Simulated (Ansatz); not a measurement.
## K on Pt(111): change of the work function

How does one ordered layer of K (fcc site) change the work function of Pt(111), and what dipole does each adsorbate carry?

Calculated with Ansatz 0.2.0; plane-wave DFT, PBE, Ansatz PAW.

### Step 1. The system as given

The cell holds 4 atoms: 4 Pt. Cell: a = 2.772 Å, b = 2.772 Å, c = 24.790 Å, α = 90.0°, β = 90.0°, γ = 60.0°. Vacuum lies along c.

### Step 2. The clean slab

The bare slab comes first, as the zero from which every change is counted. The two lowest layers are held at bulk places and the upper ones relax. The dipole correction removes the false field that a one-sided slab makes across the periodic vacuum, so each face gets a flat vacuum level of its own.

input.yaml reads:

```yaml
crystal:
  lattice:
    - [2.7718585823, 0.0, 0.0]
    - [1.3859292911, 2.4004999479, 0.0]
    - [0.0, 0.0, 24.7896391657]
  atoms:
    - { symbol: Pt, position: [0.0, 0.0, 0.3630549013] }
    - { symbol: Pt, position: [0.3333333333, 0.3333333333, 0.4543516338] }
    - { symbol: Pt, position: [0.6666666667, 0.6666666667, 0.5456483662] }
    - { symbol: Pt, position: [0.0, 0.0, 0.6369450987] }
kpoints:
  mp_grid: { grid: [12, 12, 1] }
hamiltonian:
  xc: pbe
scf:
  occupations: { method: fermi_dirac, width: 0.1 }
  convergence: { dr2_threshold: 1.0e-08 }
efield:
  axis: 3
  dipole_correction: true
  ramp_position: 0.97
  ramp_width: 0.06
relax:
  f_tol: 0.02
  max_steps: 60
  constraints: [{ sites: [0, 1] }]
output:
  write_potential: true
  write_density: true
  volumetric_format: npy
```

Started as:

```bash
> ansatz run input.yaml --threads 4 --pin off --max-ram 6144MiB --backend cpu --events-out ev --progress --plain --runs-dir out
```

Standard output:

```text
Engine: ansatz 0.2.0, aarch64-unknown-linux-gnu
Pseudopotentials: kind: paw
Pseudopotential: Pt, paw, valence charge 18, recommended cutoff 420 eV (normal), Pt.paw.azcp
Functional definition: PBE
  parameter kappa = 0.804
  parameter beta = 0.066725
  exchange = pbe_x(kappa = kappa, mu = beta*pi^2/3)
  correlation = pbe_c(beta = beta)
Crystal: 4 atoms, lattice volume = 164.946 Å³
Basis set: ecut = 420 eV, 3263 PW (Γ), exchange–correlation on 40×40×360 points (8 copies of the dense FFT grid, shifted against one another)
Bands: 44, of which v1, the nominal top of the filled ones, is band 36 counted from 1 (35 counted from 0)
Symmetry: 6 space group operations
k-points: 19 of 144 (time reversal used)
Non-local potential: Pt, projectors of the file, l = 0: 3, l = 1: 2, l = 2: 2, l = 3: 1
PAW form: soft (Blöchl's): semilocal exchange-correlation on the pseudo side does not see the compensation charge
PAW one-centre angular grid: Pt, 590 points (default); XC on 64 Gauss nodes
Initial density: superposition of atomic densities (neutral atoms: chi_scale 0, normalization atom), corrected by the library's trained network
Initial wavefunctions: pseudopotential atomic-orbital guess
Functional: x = pbe(κ = 0.804, μ = 0.219515), c = pbe(β = 0.066725)
SCF iter   1: F=—  HF=-50090.991717 eV  |F-HF|=—  |Δ(HF+E_count)|=         —  Δρ=5.75e-3  dr2=3.09e-1  ethr=1.77e-3  p=-0.000 e·Å  D=-7.16e-15 V/Å  ΔV_dip=0.00 eV  dr2_dipole=3.81e-7  V_vac-E_F(+/−)=5.23/5.23 eV  ⟨swp⟩=8.8  Hψ=3876  notcnv=0  defer=3
efield: sawtooth ramp at fractional position 0.9700 (set: `efield.ramp_position`, or a place that a band, a saddle search or an elastic batch's reference lends), width 0.0600; the density the first Hamiltonian is built on has a dipole p = -0.000 e·Å; the dipole correction subtracts the counter field D = -7.16e-15 V/Å, which shifts the + side's vacuum level by +0.00 eV against the − side's; the planar-averaged density in the ramp window peaks in size at 7.4e-6 e/Å³
preconditioner: auto → LDOS  [metal: Δε(μ)=0.021 eV  Ē_g=7.789 eV  σ=0.100 eV  W_gap=0.05  n_scr=18 (ndim 8)  ℏωp=18.3 eV  f_vac=0.582  D(μ)=6.47/eV (n_scr^D=38)  β→1.0]
SCF iter   2: F=—  HF=-50090.990102 eV  |F-HF|=—  |Δ(HF+E_count)|=   1.61e-3  Δρ=3.29e-3  dr2=3.42e-2  ethr=4.29e-4  p=-0.000 e·Å  D=-9.35e-6 V/Å  ΔV_dip=0.00 eV  dr2_dipole=9.91e-8  V_vac-E_F(+/−)=5.71/5.71 eV  ⟨swp⟩=2.5  Hψ=1067  notcnv=0  defer=17
SCF iter   3: F=—  HF=-50090.987444 eV  |F-HF|=—  |Δ(HF+E_count)|=   2.66e-3  Δρ=1.41e-3  dr2=2.98e-2  ethr=4.75e-5  p=0.000 e·Å  D=7.75e-6 V/Å  ΔV_dip=-0.00 eV  dr2_dipole=2.74e-8  V_vac-E_F(+/−)=5.60/5.60 eV  ⟨swp⟩=2.6  Hψ=1528  notcnv=0  defer=17
SCF iter   4: F=—  HF=-50090.985222 eV  |F-HF|=—  |Δ(HF+E_count)|=   2.22e-3  Δρ=6.04e-4  dr2=1.66e-3  ethr=4.14e-5  p=-0.000 e·Å  D=-5.42e-7 V/Å  ΔV_dip=0.00 eV  dr2_dipole=9.16e-11  V_vac-E_F(+/−)=5.69/5.69 eV  ⟨swp⟩=2.1  Hψ=1183  notcnv=0  defer=17
SCF iter   5: F=—  HF=-50090.985125 eV  |F-HF|=—  |Δ(HF+E_count)|=   9.70e-5  Δρ=2.71e-4  dr2=8.45e-5  ethr=2.30e-6  p=-0.000 e·Å  D=-3.90e-7 V/Å  ΔV_dip=0.00 eV  dr2_dipole=9.10e-10  V_vac-E_F(+/−)=5.68/5.68 eV  ⟨swp⟩=2.7  Hψ=1289  notcnv=0  defer=17
SCF iter   6: F=—  HF=-50090.985171 eV  |F-HF|=—  |Δ(HF+E_count)|=   4.56e-5  Δρ=4.16e-5  dr2=6.87e-6  ethr=1.17e-7  p=-0.000 e·Å  D=-3.58e-7 V/Å  ΔV_dip=0.00 eV  dr2_dipole=4.46e-10  V_vac-E_F(+/−)=5.66/5.66 eV  ⟨swp⟩=2.3  Hψ=1289  notcnv=0  defer=17
SCF iter   7: F=—  HF=-50090.985173 eV  |F-HF|=—  |Δ(HF+E_count)|=   1.85e-6  Δρ=1.19e-5  dr2=1.38e-7  ethr=9.54e-9  p=-0.000 e·Å  D=-5.42e-8 V/Å  ΔV_dip=0.00 eV  dr2_dipole=9.52e-11  V_vac-E_F(+/−)=5.66/5.66 eV  ⟨swp⟩=2.1  Hψ=1237  notcnv=0  defer=15
SCF iter   8: F=-50090.985173 eV  HF=-50090.985173 eV  |F-HF|=5.49e-8  |Δ(HF+E_count)|=   2.85e-7  Δρ=3.95e-6  dr2=8.81e-9  ethr=1.39e-11  p=-0.000 e·Å  D=-3.69e-9 V/Å  ΔV_dip=0.00 eV  dr2_dipole=1.60e-11  V_vac-E_F(+/−)=5.66/5.66 eV  ⟨swp⟩=8.6  Hψ=6861  notcnv=0
SCF 1 converged in 8 iterations: F = -50090.985173 eV  dr2 = 8.81e-9
  greatest PAW one-centre occupation: 1.000 electrons in one spin orbital (limit 2), on the Pt atom at site 2 (counted from 0), in its partial waves of l = 0
relax step   1: F+E_penalty+E_count = -50090.98517332 eV  Δ(F+E_penalty+E_count) = +0.000e0 eV  max|allowed force component| = 4.882e-1 eV/Å  Δτ_max = 0.0000 Å  (8 SCF iters, accepted)
Initial density: handed on by an earlier stage of this run
Initial wavefunctions: those handed on with the density
iter 1 solved again at ethr=6.41e-4 eV; its pass at ethr=3.10e-3 eV (dr2=4.62e-1 eV) is discarded
SCF iter   1: F=—  HF=-50091.029097 eV  |F-HF|=—  |Δ(HF+E_count)|=         —  Δρ=1.16e-2  dr2=4.80e-1  ethr=6.41e-4  p=0.000 e·Å  D=2.66e-7 V/Å  ΔV_dip=-0.00 eV  dr2_dipole=1.45e-1  V_vac-E_F(+/−)=5.71/5.71 eV  ⟨swp⟩=1.3  Hψ=3370  notcnv=0  defer=8
efield: sawtooth ramp at fractional position 0.9700 (set: `efield.ramp_position`, or a place that a band, a saddle search or an elastic batch's reference lends), width 0.0600; the density the first Hamiltonian is built on has a dipole p = 0.000 e·Å; the dipole correction subtracts the counter field D = 2.66e-7 V/Å, which shifts the + side's vacuum level by -0.00 eV against the − side's; the planar-averaged density in the ramp window peaks in size at 3.0e-6 e/Å³
preconditioner: auto → LDOS  [metal: Δε(μ)=0.019 eV  Ē_g=7.721 eV  σ=0.100 eV  W_gap=0.05  n_scr=18 (ndim 8)  ℏωp=18.3 eV  f_vac=0.575  D(μ)=6.64/eV (n_scr^D=50)  β→1.0]
SCF iter   2: F=—  HF=-50091.023852 eV  |F-HF|=—  |Δ(HF+E_count)|=   5.24e-3  Δρ=5.67e-3  dr2=1.45e-1  ethr=6.41e-4  p=0.004 e·Å  D=4.87e-3 V/Å  ΔV_dip=-0.12 eV  dr2_dipole=2.41e-2  V_vac-E_F(+/−)=5.55/5.67 eV  ⟨swp⟩=2.2  Hψ=1413  notcnv=0  defer=8
SCF iter   3: F=—  HF=-50091.004026 eV  |F-HF|=—  |Δ(HF+E_count)|=   1.98e-2  Δρ=2.86e-3  dr2=4.20e-2  ethr=2.02e-4  p=-0.007 e·Å  D=-7.20e-3 V/Å  ΔV_dip=0.18 eV  dr2_dipole=8.42e-5  V_vac-E_F(+/−)=5.86/5.68 eV  ⟨swp⟩=2.5  Hψ=1442  notcnv=0  defer=8
SCF iter   4: F=—  HF=-50090.997103 eV  |F-HF|=—  |Δ(HF+E_count)|=   6.92e-3  Δρ=9.64e-4  dr2=2.01e-3  ethr=5.84e-5  p=-0.003 e·Å  D=-3.38e-3 V/Å  ΔV_dip=0.08 eV  dr2_dipole=4.64e-5  V_vac-E_F(+/−)=5.76/5.68 eV  ⟨swp⟩=2.2  Hψ=1278  notcnv=0  defer=9
SCF iter   5: F=—  HF=-50090.996566 eV  |F-HF|=—  |Δ(HF+E_count)|=   5.37e-4  Δρ=2.91e-4  dr2=3.62e-4  ethr=2.79e-6  p=-0.003 e·Å  D=-2.80e-3 V/Å  ΔV_dip=0.07 eV  dr2_dipole=2.93e-5  V_vac-E_F(+/−)=5.74/5.68 eV  ⟨swp⟩=2.4  Hψ=1502  notcnv=0  defer=14
[...]
SCF iter   5: F=—  HF=-50091.007567 eV  |F-HF|=—  |Δ(HF+E_count)|=   1.08e-4  Δρ=1.80e-4  dr2=2.14e-4  ethr=1.16e-6  p=-0.001 e·Å  D=-7.97e-4 V/Å  ΔV_dip=0.02 eV  dr2_dipole=3.83e-6  V_vac-E_F(+/−)=5.69/5.67 eV  ⟨swp⟩=3.1  Hψ=1402  notcnv=0  defer=18
SCF iter   6: F=—  HF=-50091.007565 eV  |F-HF|=—  |Δ(HF+E_count)|=   1.81e-6  Δρ=9.20e-5  dr2=5.87e-5  ethr=2.97e-7  p=-0.001 e·Å  D=-1.00e-3 V/Å  ΔV_dip=0.02 eV  dr2_dipole=6.27e-8  V_vac-E_F(+/−)=5.70/5.67 eV  ⟨swp⟩=1.1  Hψ=836  notcnv=0  defer=18
SCF iter   7: F=—  HF=-50091.007553 eV  |F-HF|=—  |Δ(HF+E_count)|=   1.18e-5  Δρ=3.49e-5  dr2=1.06e-5  ethr=8.15e-8  p=-0.001 e·Å  D=-1.10e-3 V/Å  ΔV_dip=0.03 eV  dr2_dipole=8.90e-8  V_vac-E_F(+/−)=5.70/5.67 eV  ⟨swp⟩=1.2  Hψ=849  notcnv=0  defer=18
SCF iter   8: F=—  HF=-50091.007547 eV  |F-HF|=—  |Δ(HF+E_count)|=   6.41e-6  Δρ=1.21e-5  dr2=9.31e-7  ethr=1.47e-8  p=-0.001 e·Å  D=-1.07e-3 V/Å  ΔV_dip=0.03 eV  dr2_dipole=4.31e-9  V_vac-E_F(+/−)=5.70/5.67 eV  ⟨swp⟩=1.3  Hψ=862  notcnv=0  defer=18
SCF iter   9: F=—  HF=-50091.007565 eV  |F-HF|=—  |Δ(HF+E_count)|=   1.86e-5  Δρ=4.45e-6  dr2=4.79e-8  ethr=1.29e-9  p=-0.001 e·Å  D=-1.05e-3 V/Å  ΔV_dip=0.03 eV  dr2_dipole=1.77e-11  V_vac-E_F(+/−)=5.70/5.67 eV  ⟨swp⟩=2.0  Hψ=1206  notcnv=0  defer=17
SCF iter  10: F=-50091.007565 eV  HF=-50091.007565 eV  |F-HF|=8.49e-9  |Δ(HF+E_count)|=   3.09e-8  Δρ=1.25e-6  dr2=6.34e-9  ethr=1.39e-11  p=-0.001 e·Å  D=-1.05e-3 V/Å  ΔV_dip=0.03 eV  dr2_dipole=6.37e-10  V_vac-E_F(+/−)=5.70/5.67 eV  ⟨swp⟩=10.8  Hψ=6133  notcnv=0
SCF 3 converged in 10 iterations: F = -50091.007565 eV  dr2 = 6.34e-9
relax step   3: F+E_penalty+E_count = -50091.00756550 eV  Δ(F+E_penalty+E_count) = -1.103e-2 eV  max|allowed force component| = 7.115e-2 eV/Å  Δτ_max = 0.0918 Å  (10 SCF iters, accepted)
SCF iter   1: F=—  HF=-50091.008192 eV  |F-HF|=—  |Δ(HF+E_count)|=         —  Δρ=8.74e-4  dr2=5.06e-3  ethr=8.17e-5  p=-0.001 e·Å  D=-1.05e-3 V/Å  ΔV_dip=0.03 eV  dr2_dipole=1.69e-3  V_vac-E_F(+/−)=5.70/5.68 eV  ⟨swp⟩=2.1  Hψ=1462  notcnv=0  defer=18
efield: sawtooth ramp at fractional position 0.9700 (set: `efield.ramp_position`, or a place that a band, a saddle search or an elastic batch's reference lends), width 0.0600; the density the first Hamiltonian is built on has a dipole p = -0.001 e·Å; the dipole correction subtracts the counter field D = -1.05e-3 V/Å, which shifts the + side's vacuum level by +0.03 eV against the − side's; the planar-averaged density in the ramp window peaks in size at 2.0e-6 e/Å³
preconditioner: auto → LDOS  [metal: Δε(μ)=0.023 eV  Ē_g=7.759 eV  σ=0.100 eV  W_gap=0.06  n_scr=18 (ndim 8)  ℏωp=18.3 eV  f_vac=0.578  D(μ)=6.69/eV (n_scr^D=50)  β→1.0]
SCF iter   2: F=—  HF=-50091.008116 eV  |F-HF|=—  |Δ(HF+E_count)|=   7.63e-5  Δρ=3.88e-4  dr2=1.13e-3  ethr=7.03e-6  p=-0.001 e·Å  D=-6.34e-4 V/Å  ΔV_dip=0.02 eV  dr2_dipole=3.13e-4  V_vac-E_F(+/−)=5.69/5.67 eV  ⟨swp⟩=2.1  Hψ=1263  notcnv=0  defer=18
SCF iter   3: F=—  HF=-50091.008027 eV  |F-HF|=—  |Δ(HF+E_count)|=   8.81e-5  Δρ=2.54e-4  dr2=3.19e-4  ethr=1.57e-6  p=-0.002 e·Å  D=-1.78e-3 V/Å  ΔV_dip=0.04 eV  dr2_dipole=1.14e-6  V_vac-E_F(+/−)=5.72/5.67 eV  ⟨swp⟩=2.1  Hψ=1334  notcnv=0  defer=18
SCF iter   4: F=—  HF=-50091.007979 eV  |F-HF|=—  |Δ(HF+E_count)|=   4.87e-5  Δρ=5.52e-5  dr2=1.73e-5  ethr=4.43e-7  p=-0.001 e·Å  D=-1.25e-3 V/Å  ΔV_dip=0.03 eV  dr2_dipole=8.32e-7  V_vac-E_F(+/−)=5.70/5.67 eV  ⟨swp⟩=2.6  Hψ=1384  notcnv=0  defer=18
SCF iter   5: F=—  HF=-50091.007980 eV  |F-HF|=—  |Δ(HF+E_count)|=   1.25e-6  Δρ=2.60e-5  dr2=4.55e-6  ethr=2.40e-8  p=-0.001 e·Å  D=-1.28e-3 V/Å  ΔV_dip=0.03 eV  dr2_dipole=1.21e-7  V_vac-E_F(+/−)=5.70/5.67 eV  ⟨swp⟩=2.7  Hψ=1356  notcnv=0  defer=18
SCF iter   6: F=—  HF=-50091.007983 eV  |F-HF|=—  |Δ(HF+E_count)|=   2.75e-6  Δρ=1.36e-5  dr2=1.32e-6  ethr=6.32e-9  p=-0.001 e·Å  D=-1.27e-3 V/Å  ΔV_dip=0.03 eV  dr2_dipole=2.79e-9  V_vac-E_F(+/−)=5.70/5.67 eV  ⟨swp⟩=1.2  Hψ=826  notcnv=0  defer=18
SCF iter   7: F=—  HF=-50091.007983 eV  |F-HF|=—  |Δ(HF+E_count)|=   1.03e-7  Δρ=5.23e-6  dr2=2.30e-7  ethr=1.84e-9  p=-0.001 e·Å  D=-1.26e-3 V/Å  ΔV_dip=0.03 eV  dr2_dipole=3.75e-9  V_vac-E_F(+/−)=5.70/5.67 eV  ⟨swp⟩=1.2  Hψ=830  notcnv=0  defer=18
SCF iter   8: F=—  HF=-50091.007983 eV  |F-HF|=—  |Δ(HF+E_count)|=   2.13e-8  Δρ=1.98e-6  dr2=1.77e-8  ethr=3.19e-10  p=-0.001 e·Å  D=-1.27e-3 V/Å  ΔV_dip=0.03 eV  dr2_dipole=2.49e-10  V_vac-E_F(+/−)=5.70/5.67 eV  ⟨swp⟩=1.3  Hψ=909  notcnv=0  defer=18
SCF iter   9: F=-50091.007983 eV  HF=-50091.007983 eV  |F-HF|=3.28e-9  |Δ(HF+E_count)|=   1.65e-8  Δρ=5.76e-7  dr2=7.83e-10  ethr=1.39e-11  p=-0.001 e·Å  D=-1.27e-3 V/Å  ΔV_dip=0.03 eV  dr2_dipole=4.15e-12  V_vac-E_F(+/−)=5.70/5.67 eV  ⟨swp⟩=9.9  Hψ=5738  notcnv=0
SCF 4 converged in 9 iterations: F = -50091.007983 eV  dr2 = 7.83e-10
relax step   4: F+E_penalty+E_count = -50091.00798290 eV  Δ(F+E_penalty+E_count) = -4.174e-4 eV  max|allowed force component| = 3.487e-4 eV/Å  Δτ_max = 0.0131 Å  (9 SCF iters, accepted)
NSCF: frozen V_eff on 19 k-points
the band table was solved once a step of the walk had ended and its energy, with any forces and stress, was formed, with the checks that follow a solve (4584 applications of the Hamiltonian). They found nothing against the state; the energy, forces and stress were not computed again (output.eigenvalues in the input reference)
SCF converged after 9 iterations
Free energy (F): -50091.007983 eV
Harris-Foulkes:  -50091.007983 eV  (|F-HF|=3.28e-9)
Internal energy: -50090.790083 eV  (E = F + TS)
E sigma→0 (E₀):  -50090.899033 eV
Entropy (-TS):   -0.217900 eV (-54.475 meV/atom)
Fermi energy:    4.900471 eV
Dipole field:    D = -0.001269 V/Å  (p = -0.001156 e·Å, saw-weighted, corrected)
Work function:   Φ+ = 5.7030 eV   Φ− = 5.6716 eV
Levels:          The Fermi level and band energies are counted from a zero that moves with the ramp; work functions are not
--- Per-component energies (eV) ---
  E_band       = -1818.910560
  E_kinetic    = 2546.761399
  E_local      = -123966.042925  (includes V_loc(G=0)·N_el)
  E_nonlocal   = 800.189997
  E_hartree    = 60581.101335
  E_xc         = -1044.614578
  E_vxc        = -1207.827318  (∫ρ·V_xc dr)
  E_paw        = -37816.082999  (= ΣΔE_a)
  E_vpaw       = -1154.195293  (= ΣTr[D̂ρ^β])
  E_aug_tail   = 0.000812  (compensation charges beyond the density's cutoff)
  E_efield     = 0.000001  (sawtooth field / dipole correction)
  E_vefield    = 0.003642  (∫n·V_field dr)
  E_ewald      = 48807.896875
  E_smearing   = -0.217900  (= −TS)
  E_closure    = -0.000000  (closes the sum)
  Σ components = -50091.007983   (vs F -50091.007983, Δ=0.00e0)
--- Forces (eV/Å), atoms counted from 1 ---
  atom   1  Pt    -0.00000000    -0.00000000    -0.48014120
  atom   2  Pt     0.00000000    -0.00000000     0.47992532
  atom   3  Pt    -0.00000000    -0.00000000     0.00034872
  atom   4  Pt     0.00000000     0.00000000    -0.00014185
  max |Σ_I F_I| component: 9.01e-6 eV/Å
--- Band table (eV; the first three rows and the last of 19) ---
  k-point 0: bands = [... 32 lower, 3.3721, 3.7295, 3.7295, 4.4538, 4.4538, 4.4677, 4.8736, 4.8736, ... 4 higher]
  k-point 1: bands = [... 32 lower, 3.2564, 3.5694, 3.7370, 3.8498, 4.2372, 4.4477, 4.8839, 5.4119, ... 4 higher]
  k-point 2: bands = [... 32 lower, 3.0456, 3.1540, 3.4980, 3.7132, 4.4250, 4.6025, 4.9064, 6.3631, ... 4 higher]
  k-point 18: bands = [... 32 lower, 4.2535, 4.5924, 4.6084, 4.6216, 9.8513, 9.8824, 9.8903, 10.6257, ... 4 higher]
--- Relaxed structure (4 steps of the walk, 4 accepted, 0 SCFs on fresh bases) ---
  F+E_penalty+E_count = -50091.00798290 eV   max|allowed force component| = 3.487e-4 eV/Å
  atoms:
    - { symbol: Pt, position: [0.0, 0.0, 0.363055] }
    - { symbol: Pt, position: [0.333333, 0.333333, 0.454352] }
    - { symbol: Pt, position: [0.666667, 0.666667, 0.547405] }
    - { symbol: Pt, position: [1.786074e-18, -8.930369e-19, 0.641619] }
```

Elapsed: 17 s, on 4 threads of Arm Neoverse V1, shared host; peak memory 0.48 GiB; 66 s of CPU time.

In the SCF lines HF is the Harris–Foulkes energy and dr2 the Hartree energy of the density residual, in eV; the loop may stop once dr2 is under the threshold and the program's other checks hold. Hψ counts applications of the Hamiltonian.

The steps of the relaxation:

```csv
step,energy less that of the first step (eV),largest force component (eV/Å)
1,0.0000,0.4882
2,-0.0114,0.3306
3,-0.0224,0.0711
4,-0.0228,0.0003
```

Forces are held to the 6 operations that the program found; a distortion that breaks them can't arise in this run.

The atoms that moved most (Å):

```
atom     dx     dy     dz  length
 Pt4  0.000  0.000  0.116   0.116
 Pt3  0.000  0.000  0.044   0.044
```

The relaxed structure:

```xyz
4
Lattice="2.7719 0.0000 0.0000 1.3859 2.4005 0.0000 0.0000 0.0000 24.7896" Properties=species:S:1:pos:R:3
Pt    0.0000    0.0000    9.0000
Pt    1.3859    0.8002   11.2632
Pt    2.7719    1.6003   13.5700
Pt    0.0000    0.0000   15.9055
```

Numbers from this step:

| Property | Result |
| --- | --- |
| energy at zero smearing | -50090.8990 eV |
| work function, upper face | 5.703 eV |
| work function, lower face | 5.672 eV |
| dipole along the normal | -0.001156 e·Å |
| step between the vacuum levels | 0.03145 eV |

Running mean over 2.263 Å of the planar mean; the ramp of the sawtooth is left out. Electron's electrostatic potential energy less the Fermi level against z:

```csv
z (Å),electron's electrostatic potential energy less the Fermi level (eV)
3.5,5.67
4.0,5.67
4.5,5.67
5.0,5.67
5.5,5.66
6.0,5.61
6.5,5.42
7.0,4.60
7.5,1.20
8.0,-4.97
8.5,-9.97
9.0,-11.6
9.5,-11.9
10.0,-12.1
10.5,-12.1
11.0,-12.2
11.5,-12.1
12.0,-11.8
12.5,-11.7
13.0,-11.9
13.5,-12.1
14.0,-11.8
14.5,-11.2
15.0,-11.2
15.5,-11.5
16.0,-11.3
16.5,-9.22
17.0,-3.69
17.5,2.21
18.0,4.90
18.5,5.51
19.0,5.66
19.5,5.69
20.0,5.70
20.5,5.70
21.0,5.70
21.5,5.70
```

The relaxation took 4 steps and lowered the energy by 0.023 eV; the largest force on the free atoms ends at 3.5e-4 eV/Å.

The work function of the upper face is 5.70 eV.

(Part 1 of 2 ends here.)

[Long decimals in the printed logs are rounded to 6 places.]

[Logs are printed without paths, hosts, clocks, repeated set-up lines and the standing remarks that a program may print on its own settings, such as how far it seeks lower states.]

[Hosts, paths, dates, database ids (printed as entryN), source tags and the programs' standing remarks are cut or masked in the printed files.]

[Maps of the electrostatic potential energy from Ansatz leave out the sawtooth potential of an applied field or a dipole correction, so their vacuum need not be flat; planar profiles and work functions include it.]
